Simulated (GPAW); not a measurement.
# As K ELNES/XANES of zinc-blende (GaAs)₁₋ₓ(AlAs)ₓ at x = 0.25 from DFT

What does the As K edge look like in zinc-blende (GaAs)₁₋ₓ(AlAs)ₓ at x = 0.25?

Program: GPAW 26.7.0. Level of theory: X-ray absorption from dipole matrix elements to empty bands, plane-wave PAW PBE. Results are calculated unless marked as measured.

This is a report of a sequence of runs, with most program output left out.

### 1. The structure

The cell holds 16 atoms: 2 Al, 8 As and 6 Ga. Its edges and angles: a = 7.997 Å, b = 7.997 Å, c = 7.997 Å, α = 60.0°, β = 60.0°, γ = 60.0°. 16-atom zinc-blende cell, 2 of 8 Ga sites taken by Al at random, lattice constants typed for the ends and interpolated (Vegard).

### 2. Relaxation

The cell was built by hand, so its atoms are relaxed first: near-edge features follow bond lengths closely.

relax.py reads:

```python
import numpy as np
from ase import Atoms
from ase.parallel import parprint, paropen
from gpaw import GPAW, PW, FermiDirac, Mixer, MixerDif, setup_paths
from ase.optimize import BFGS

atoms = Atoms('AlAsAlAsGaAsGaAsGaAsGaAsGaAsGaAs',
    cell=[[0, 5.655, 5.655],
     [5.655, 0, 5.655],
     [5.655, 5.655, 0]],
    scaled_positions=[[0.99518, 0.996641, 0.999398],
     [0.122226, 0.124357, 0.122566],
     [0.998785, 0.001735, 0.497242],
     [0.127327, 0.123851, 0.625015],
     [0.003351, 0.499608, 0.003226],
     [0.127292, 0.626526, 0.124726],
     [0.001831, 0.500226, 0.496612],
     [0.123501, 0.625211, 0.625707],
     [0.502744, 0.001761, 0.001736],
     [0.620949, 0.122577, 0.122969],
     [0.499456, 0.998325, 0.504811],
     [0.627259, 0.12223, 0.622165],
     [0.50039, 0.497256, 0.001333],
     [0.621108, 0.627774, 0.124744],
     [0.501517, 0.499939, 0.500187],
     [0.626936, 0.621847, 0.625519]],
    pbc=True)
atoms.calc = GPAW(legacy_gpaw=True, mode=PW(400, force_complex_dtype=True), xc='PBE', setups={},
    kpts={'size': (3, 3, 3), 'gamma': True}, occupations=FermiDirac(0.08),
    charge=0, mixer=Mixer(0.1, 5, 50), maxiter=150,
    convergence={'density': 0.0001, 'eigenstates': 1e-6}, txt='relax.txt')
steps = []
opt = BFGS(atoms, logfile='-')
opt.attach(lambda: steps.append([atoms.get_potential_energy(), float(np.linalg.norm(atoms.get_forces(), axis=1).max())]))
done = opt.run(fmax=0.05, steps=30)
out = dict(done=bool(done), steps=steps, frac=atoms.get_scaled_positions().tolist())
import json
with paropen('out.json', 'w') as f:
    json.dump(out, f)
```

On the command line:

```sh
OMP_NUM_THREADS=1 mpirun -n 4 gpaw python relax.py
```

Elapsed: 1.8 min, on 4 MPI ranks of Arm Neoverse V2, shared host; peak memory 0.32 GiB; 7.1 min of CPU time.

In 5 steps the energy fell by 104 meV (energies extrapolated to zero smearing) and the largest force to 0.044 eV/Å. Atom 9 (Ga; the text counts from 1, the script from 0) is among those that moved most, by 0.06 Å.

### 3. The field without a hole

The ground state comes first: it tells whether the system has a gap, which decides how the excited electron is treated.

scf.py reads:

```python
import numpy as np
from ase import Atoms
from ase.parallel import parprint, paropen
from gpaw import GPAW, PW, FermiDirac, Mixer, MixerDif, setup_paths
from gpaw.test import gen
setup_paths.insert(0, '.')
gen('As', name='nch1s', xcname='PBE', corehole=(1, 0, 0), write_xml=True)
from gpaw.mpi import world
world.barrier()

atoms = Atoms('AlAsAlAsGaAsGaAsGaAsGaAsGaAsGaAs',
    cell=[[0, 5.655, 5.655],
     [5.655, 0, 5.655],
     [5.655, 5.655, 0]],
    scaled_positions=[[0.9972783, 0.0001708, 0.9984783],
     [0.1222425, 0.1234614, 0.1237104],
     [0.0015976, 0.0002401, 0.4970674],
     [0.1238599, 0.1231511, 0.6251183],
     [0.0004449, 0.4993184, 0.0014746],
     [0.1260508, 0.6264924, 0.1241877],
     [0.0020584, 0.4989583, 0.4998596],
     [0.1240839, 0.626728, 0.6255558],
     [0.4978313, 0.0008121, 0.9990461],
     [0.6240597, 0.1229917, 0.1267601],
     [0.4998608, 0.9977244, 0.5023197],
     [0.6276593, 0.1241808, 0.6236677],
     [0.5017442, 0.4982757, 0.0003351],
     [0.6252791, 0.6251582, 0.1249334],
     [0.4992386, 0.4996082, 0.5001733],
     [0.6265816, 0.6226001, 0.6253032]],
    pbc=True)
atoms.calc = calc = GPAW(legacy_gpaw=True, mode=PW(400, force_complex_dtype=True), xc='PBE', setups={5: 'nch1s'},
    kpts={'size': (3, 3, 3), 'gamma': True}, occupations=FermiDirac(0.05),
    charge=0, mixer=Mixer(0.1, 5, 50), maxiter=150,
    convergence={'density': 0.0001, 'eigenstates': 1e-6}, txt='scf.txt')
energy = atoms.get_potential_energy() + calc.get_reference_energy()
ef = calc.get_fermi_level()
out = dict(energy=energy, fermi=ef, forces=atoms.get_forces().tolist())
parprint(f'all-electron energy {energy:.4f} eV, Fermi level {ef:.4f} eV')
ev = np.array([[calc.get_eigenvalues(k, s) for k in range(len(calc.get_ibz_k_points()))] for s in range(calc.get_number_of_spins())])
out['homo'], out['lumo'], out['counts'] = ev[ev < ef].max(), ev[ev > ef].min(), sorted(set((ev < ef).sum((0, 2)).tolist()))
out['filled'] = (ev[:, 0] < ef).sum(1).tolist()
import json
with paropen('out.json', 'w') as f:
    json.dump(out, f)
```

On the command line:

```sh
OMP_NUM_THREADS=1 mpirun -n 4 gpaw python scf.py
```

Elapsed: 34 s, on 4 MPI ranks; peak memory 0.32 GiB; 2.3 min of CPU time.

The mesh shows a gap of 0.81 eV. The excited electron is kept all the same, so that all members of the series, with or without a gap, are treated alike.

### 4. Reference energy of the cell

The photon energy needs a difference of total energies, so the cell and mesh of the coming hole run are first run without a hole.

scf.py, as its differences from that of step 3:

```diff
@@ -32,3 +32,3 @@
 atoms.calc = calc = GPAW(legacy_gpaw=True, mode=PW(400, force_complex_dtype=True), xc='PBE', setups={5: 'nch1s'},
-    kpts={'size': (3, 3, 3), 'gamma': True}, occupations=FermiDirac(0.05),
+    kpts={'size': (3, 3, 3), 'gamma': True}, occupations=FermiDirac(0.02),
     charge=0, mixer=Mixer(0.1, 5, 50), maxiter=150,
```

Elapsed: 34 s, on 4 MPI ranks; peak memory 0.32 GiB.

Reference energy: -822606.567 eV with the cores included.

### 5. Spectrum with XCH, As atom 6

The holes are 8.0 Å apart. In GPAW the data set carries the hole's charge, so charge=0 means a charged cell and charge=-1 a neutral one. The excited electron is kept in the cell, where it fills the lowest empty states and screens the hole. After the field has converged, empty bands are computed with the density fixed and the dipole matrix elements are summed.

The absorber has 1 Al at 2.44 Å and 3 Ga at 2.45 Å (tetrahedral).

xas.py reads:

```python
import numpy as np
from ase import Atoms
from ase.parallel import parprint, paropen
from gpaw import GPAW, PW, FermiDirac, Mixer, MixerDif, setup_paths
from gpaw.test import gen
setup_paths.insert(0, '.')
gen('As', name='fch1s', xcname='PBE', corehole=(1, 0, 1), write_xml=True)
from gpaw.mpi import world
world.barrier()

atoms = Atoms('AlAsAlAsGaAsGaAsGaAsGaAsGaAsGaAs',
    cell=[[0, 5.655, 5.655],
     [5.655, 0, 5.655],
     [5.655, 5.655, 0]],
    scaled_positions=[[0.9972783, 0.0001708, 0.9984783],
     [0.1222425, 0.1234614, 0.1237104],
     [0.0015976, 0.0002401, 0.4970674],
     [0.1238599, 0.1231511, 0.6251183],
     [0.0004449, 0.4993184, 0.0014746],
     [0.1260508, 0.6264924, 0.1241877],
     [0.0020584, 0.4989583, 0.4998596],
     [0.1240839, 0.626728, 0.6255558],
     [0.4978313, 0.0008121, 0.9990461],
     [0.6240597, 0.1229917, 0.1267601],
     [0.4998608, 0.9977244, 0.5023197],
     [0.6276593, 0.1241808, 0.6236677],
     [0.5017442, 0.4982757, 0.0003351],
     [0.6252791, 0.6251582, 0.1249334],
     [0.4992386, 0.4996082, 0.5001733],
     [0.6265816, 0.6226001, 0.6253032]],
    pbc=True)
atoms.calc = calc = GPAW(legacy_gpaw=True, mode=PW(400, force_complex_dtype=True), xc='PBE', setups={5: 'fch1s'},
    kpts={'size': (3, 3, 3), 'gamma': True}, occupations=FermiDirac(0.04),
    charge=-1, mixer=Mixer(0.1, 5, 50), maxiter=150,
    convergence={'density': 0.0001, 'eigenstates': 1e-6}, txt='scf.txt')
energy = atoms.get_potential_energy() + calc.get_reference_energy()
ef = calc.get_fermi_level()
out = dict(energy=energy, fermi=ef, forces=atoms.get_forces().tolist())
parprint(f'all-electron energy {energy:.4f} eV, Fermi level {ef:.4f} eV')
ev = np.array([[calc.get_eigenvalues(k, s) for k in range(len(calc.get_ibz_k_points()))] for s in range(calc.get_number_of_spins())])
out['homo'], out['lumo'], out['counts'] = ev[ev < ef].max(), ev[ev > ef].min(), sorted(set((ev < ef).sum((0, 2)).tolist()))
out['filled'] = (ev[:, 0] < ef).sum(1).tolist()

from ase.units import Ha
from gpaw.xas import dipole_matrix_elements
nb = int(calc.get_number_of_electrons() / 2) + 185
top, nb = nb, nb + 8 + nb // 12
nscf = calc.fixed_density(kpts={'size': (4, 4, 4), 'gamma': True}, nbands=nb,
    convergence={'bands': top, 'eigenstates': 5e-3}, maxiter=60, txt='nscf.txt')
cell = atoms.cell.array
ops = [cell.T @ U.T @ np.linalg.inv(cell.T) for U in nscf.wfs.kd.symmetry.op_scc]
filled = [32]  # bands filled in the ground state, by spin
E = np.arange(-6, 30, 0.1)
fwhm = np.interp(E, [4, 25], [2.14, 3.5])
Y, X, zero, highest = 0, 0, 1e9, 1e9
for spin in range(nscf.get_number_of_spins()):
    wfs = nscf.wfs
    mine = wfs.bd.get_slice()  # this rank's bands
    A = dipole_matrix_elements(wfs.setups[5])
    eps = np.zeros((wfs.kd.nibzkpts, nb))
    d = np.zeros((3, A.shape[1], wfs.kd.nibzkpts, nb), complex)
    for kpt in wfs.kpt_u:
        if kpt.s == spin and 5 in kpt.P_ani:
            eps[kpt.k, mine] = kpt.eps_n * Ha
            d[:, :, kpt.k, mine] = (kpt.weight * wfs.nspins / 2) ** 0.5 * np.inner(A, kpt.P_ani[5])
    world.sum(eps)
    world.sum(d)
    T = np.einsum('amkn,bmkn->abkn', d, d.conj()).real
    T = sum(np.einsum('ai,ijkn,bj->abkn', R, T, R) for R in ops) / len(ops)
    empty = np.ones_like(eps, bool) & (np.arange(nb) >= filled[spin])
    zero, highest = min(zero, eps[empty].min()), min(highest, eps[:, top - 1].min())
    lines = [(eps, T, empty)] if spin == 0 else lines + [(eps, T, empty)]
for eps, T, empty in lines:
    f = np.einsum('aakn->akn', T).reshape(3, -1)
    x = eps.ravel() - zero
    w = np.interp(x, E, fwhm) / 2.35482
    g = np.exp(-0.5 * ((E[:, None] - x) / w) ** 2) / (w * (2 * np.pi) ** 0.5)
    Y = Y + (f * empty.ravel()) @ g.T
    X = X + (f * ~empty.ravel()) @ g.T
out.update(E=E.round(2).tolist(), xas=Y.tolist(), xes=X.tolist(), zero=zero, valid=highest - zero, nk=len(eps), nb=nb)
for i in range(0, len(E), 10):
    parprint(f'{E[i]:7.2f}', *(f'{v:10.3e}' for v in Y[:, i]))
import json
with paropen('out.json', 'w') as f:
    json.dump(out, f)
```

On the command line:

```sh
OMP_NUM_THREADS=1 mpirun -n 4 gpaw python xas.py
```

Elapsed: 4.9 min, on 4 MPI ranks; peak memory 0.71 GiB.

The As K spectrum, As atom 6, excited-electron core hole (neutral cell) (energy from the bottom of the conduction band, which holds the excited electron; intensity scaled to a mean of 1 over the first 20 eV):

```
E (eV)  intensity
 -2.00       0.00
 -1.25       0.01
 -0.50       0.08
  0.25       0.31
  1.00       0.70
  1.75       1.03
  2.50       1.13
  3.25       1.23
  4.00       1.43
  4.75       1.46
  5.50       1.31
  6.25       1.26
  7.00       1.31
  7.75       1.29
  8.50       1.19
  9.25       1.09
 10.00       0.96
 10.75       0.85
 11.50       0.81
 12.25       0.83
 13.00       0.87
 13.75       0.87
 14.50       0.82
 15.25       0.77
 16.00       0.76
 16.75       0.81
 17.50       0.89
 18.25       0.93
 19.00       0.91
 19.75       0.89
 20.50       0.90
 21.25       0.91
 22.00       0.90
 22.75       0.88
 23.50       0.89
 24.25       0.97
 25.00       1.05
 25.75       1.09
 26.50       1.02
 27.25       0.89
```

Main maxima below 27 eV (height): 4.4 eV (1.48), 7.2 eV (1.32), 13.4 eV (0.88), 18.4 eV (0.93) and 25.6 eV (1.09). A K edge sees empty p states on the absorber.

The energy difference (zero at 11902 eV) isn't read as a photon energy: for so heavy an absorber the terms left out (the hole's spin, the functional's error) amount to tens of eV or more.

### 6. Cell without a hole, the energy reference

The absorbing element, whose data set is made anew, changes for the next run, so it gets a reference energy of its own.

scf.py, as its differences from that of step 4:

```diff
@@ -6,3 +6,3 @@
 setup_paths.insert(0, '.')
-gen('As', name='nch1s', xcname='PBE', corehole=(1, 0, 0), write_xml=True)
+gen('Ga', name='nch1s', xcname='PBE', corehole=(1, 0, 0), write_xml=True)
 from gpaw.mpi import world
@@ -31,3 +31,3 @@
     pbc=True)
-atoms.calc = calc = GPAW(legacy_gpaw=True, mode=PW(400, force_complex_dtype=True), xc='PBE', setups={5: 'nch1s'},
+atoms.calc = calc = GPAW(legacy_gpaw=True, mode=PW(400, force_complex_dtype=True), xc='PBE', setups={4: 'nch1s'},
     kpts={'size': (3, 3, 3), 'gamma': True}, occupations=FermiDirac(0.02),
```

On the command line:

```sh
OMP_NUM_THREADS=1 mpirun -n 4 gpaw python scf.py
```

The job ended after 34 s (4 MPI ranks; peak memory 0.32 GiB; 2.3 min of CPU time).

Reference energy: -822606.567 eV with the cores included.

### 7. Spectrum with XCH, Ga atom 5

The holes are 8.0 Å apart. The excited electron is kept in the cell, where it fills the lowest empty states and screens the hole. After the field has converged, empty bands are computed with the density fixed and the dipole matrix elements are summed.

The absorber has 4 As at 2.45 Å (tetrahedral).

xas.py, as its differences from that of step 5:

```diff
@@ -6,3 +6,3 @@
 setup_paths.insert(0, '.')
-gen('As', name='fch1s', xcname='PBE', corehole=(1, 0, 1), write_xml=True)
+gen('Ga', name='fch1s', xcname='PBE', corehole=(1, 0, 1), write_xml=True)
 from gpaw.mpi import world
@@ -31,3 +31,3 @@
     pbc=True)
-atoms.calc = calc = GPAW(legacy_gpaw=True, mode=PW(400, force_complex_dtype=True), xc='PBE', setups={5: 'fch1s'},
+atoms.calc = calc = GPAW(legacy_gpaw=True, mode=PW(400, force_complex_dtype=True), xc='PBE', setups={4: 'fch1s'},
     kpts={'size': (3, 3, 3), 'gamma': True}, occupations=FermiDirac(0.04),
@@ -53,3 +53,3 @@
 E = np.arange(-6, 30, 0.1)
-fwhm = np.interp(E, [4, 25], [2.14, 3.5])
+fwhm = np.interp(E, [4, 25], [1.82, 3.5])
 Y, X, zero, highest = 0, 0, 1e9, 1e9
@@ -58,3 +58,3 @@
     mine = wfs.bd.get_slice()  # this rank's bands
-    A = dipole_matrix_elements(wfs.setups[5])
+    A = dipole_matrix_elements(wfs.setups[4])
     eps = np.zeros((wfs.kd.nibzkpts, nb))
@@ -62,5 +62,5 @@
     for kpt in wfs.kpt_u:
-        if kpt.s == spin and 5 in kpt.P_ani:
+        if kpt.s == spin and 4 in kpt.P_ani:
             eps[kpt.k, mine] = kpt.eps_n * Ha
-            d[:, :, kpt.k, mine] = (kpt.weight * wfs.nspins / 2) ** 0.5 * np.inner(A, kpt.P_ani[5])
+            d[:, :, kpt.k, mine] = (kpt.weight * wfs.nspins / 2) ** 0.5 * np.inner(A, kpt.P_ani[4])
     world.sum(eps)
```

On the command line:

```sh
OMP_NUM_THREADS=1 mpirun -n 4 gpaw python xas.py
```

Wall time 4.8 min (4 MPI ranks); peak memory 0.71 GiB; 19 min of CPU time.

The Ga K spectrum, Ga atom 5, excited-electron core hole (neutral cell) (energy from the bottom of the conduction band, which holds the excited electron; intensity scaled to a mean of 1 over the first 20 eV):

```
E (eV)  isotropic  ε ∥ x  ε ∥ z
 -2.00       0.00   0.00   0.00
 -1.25       0.00   0.00   0.00
 -0.50       0.03   0.03   0.03
  0.25       0.15   0.15   0.15
  1.00       0.43   0.43   0.42
  1.75       0.81   0.82   0.79
  2.50       1.20   1.21   1.16
  3.25       1.57   1.58   1.55
  4.00       1.89   1.87   1.93
  4.75       1.79   1.75   1.87
  5.50       1.37   1.35   1.42
  6.25       1.07   1.07   1.07
  7.00       0.99   1.01   0.97
  7.75       0.97   0.99   0.92
  8.50       0.90   0.93   0.85
  9.25       0.87   0.89   0.83
 10.00       0.92   0.93   0.90
 10.75       1.03   1.03   1.04
 11.50       1.16   1.15   1.19
 12.25       1.23   1.22   1.24
 13.00       1.16   1.16   1.17
 13.75       1.02   1.02   1.02
 14.50       0.87   0.86   0.87
 15.25       0.75   0.74   0.76
 16.00       0.68   0.68   0.70
 16.75       0.70   0.69   0.72
 17.50       0.76   0.75   0.77
 18.25       0.80   0.80   0.81
 19.00       0.80   0.80   0.80
 19.75       0.77   0.77   0.76
 20.50       0.74   0.74   0.74
 21.25       0.74   0.74   0.73
 22.00       0.74   0.74   0.74
 22.75       0.73   0.73   0.73
 23.50       0.72   0.72   0.72
 24.25       0.71   0.71   0.71
 25.00       0.71   0.71   0.71
 25.75       0.73   0.73   0.73
 26.50       0.75   0.75   0.75
 27.25       0.77   0.78   0.77
```

Main maxima below 27 eV (height): 4.2 eV (1.92), 12.2 eV (1.23) and 18.6 eV (0.81). 

The energy difference (zero at 10401 eV) isn't read as a photon energy: for so heavy an absorber the terms left out (the hole's spin, the functional's error) amount to tens of eV or more.

### 8. Summary of results

| Quantity | Value |
| --- | --- |
| absorber and edge | As K, atom 6 of the ground-state input (counted from 1) |
| surroundings | 1 Al at 2.44 Å and 3 Ga at 2.45 Å (tetrahedral) |
| highest intensity below 24 eV | 4.4 eV above the zero, height 1.48 |

In words: The As K edge of atom 6, with 1 Al at 2.44 Å and 3 Ga at 2.45 Å (tetrahedral), has its highest intensity of the first 24 eV at 4.4 eV above the zero, 1.5 times the mean level of the first 20 eV (Gaussian full width 2.14 eV up to 4 eV, rising linearly to 3.5 eV at 25 eV). The script folds with a Gaussian, whereas the core hole's own line is a Lorentzian, so the onset is too steep and the first peak too high.

[Logs are printed without paths, hosts, clocks, repeated set-up lines and the standing remarks that a program may print on its own settings, such as how far it seeks lower states.]

[Hosts, paths, dates, database ids (printed as entryN), source tags and the programs' standing remarks are cut or masked in the printed files.]

[Lists of maxima count a maximum above −3 eV only where it reaches 4 % of the highest in the window and stands out from its surroundings by 2 % of it (1.5 % where it reaches 55 %); shoulders and weaker maxima are passed over, and of the rest the first, up to two pre-edge ones and the few strongest are named.]
